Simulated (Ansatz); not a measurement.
Entries from a set of simulations; values are calculated unless marked as measured.

```json
{"subject": "Quasiparticle gap of C4S5O (Pc)", "lattice_ang": [[3.9638, 0.0, 0.0], [0.0, 11.0211, 0.0], [-2.2504, 0.0, 8.5408]], "atoms": [["C", 0.9954, 0.1797, 0.3639], ["C", 0.9954, 0.8203, 0.8639], ["C", 0.4303, 0.2017, 0.6373], ["C", 0.4303, 0.7983, 0.1373], ["C", 0.7934, 0.341, 0.858], ["C", 0.7934, 0.659, 0.358], ["C", 0.3677, 0.3173, 0.5812], ["C", 0.3677, 0.6827, 0.0812], ["S", 0.7176, 0.129, 0.2041], ["S", 0.7176, 0.871, 0.7041], ["S", 0.2163, 0.0863, 0.5168], ["S", 0.2163, 0.9137, 0.0168], ["S", 0.702, 0.1819, 0.8234], ["S", 0.702, 0.8181, 0.3234], ["S", 0.0946, 0.3333, 0.3947], ["S", 0.0946, 0.6667, 0.8947], ["S", 0.5679, 0.436, 0.6985], ["S", 0.5679, 0.564, 0.1985], ["O", 0.9897, 0.3803, 0.9759], ["O", 0.9897, 0.6197, 0.4759]], "method": "DFT, PBE, plane waves, PAW; PAW set soft_1 (and 1 further level or step)", "program": "Ansatz 0.2.0", "settings_of_one_run": "cutoff 420 eV, 6×2×2 k-mesh, smearing width 0.02 eV, PAW set soft 1", "cost": "3 runs, 2.7 min in all on 1 × NVIDIA H100 80GB HBM3 (shared by 6 runs) with 2 threads of AMD EPYC 7R13 (Zen 3), shared host (the runs of this entry)", "notes": "The start is a cell from the Crystallography Open Database.", "results": {"pbe_gap_over_mesh_and_path": "1.582 eV, from k = (-0.500, 0.500, 0.000) to k = (-0.500, 0.000, 0.000)", "g0w0_pbe_gap_over_all_12_irreducible_mesh_points": "2.992 eV, from k = (-0.500, -0.500, 0.000) to k = (-0.500, 0.000, 0.000)", "gw_settings": "4×2×2 mesh, 977 empty bands, screening to 110 eV, PAW set soft_1 files", "known_limits": "finite bands, screening cutoff and k mesh; no spin-orbit coupling in G0W0; screening cutoff under 40 eV in some runs"}}
```

[Paths, hosts, dates, memory and timing lines, banners, echoed tables and standing remarks are left out of the program output.]

[Logs are printed without paths, hosts, clocks, repeated set-up lines and the standing remarks that a program may print on its own settings, such as how far it seeks lower states.]

[Runs of the session that timed out or met a known fault of the program may be left out.]

[Cells called generated may have been cut or substituted from an entry of the Crystallography Open Database or the Materials Project.]

[Hosts, paths, dates, database ids (printed as entryN), source tags and the programs' standing remarks are cut or masked in the printed files.]
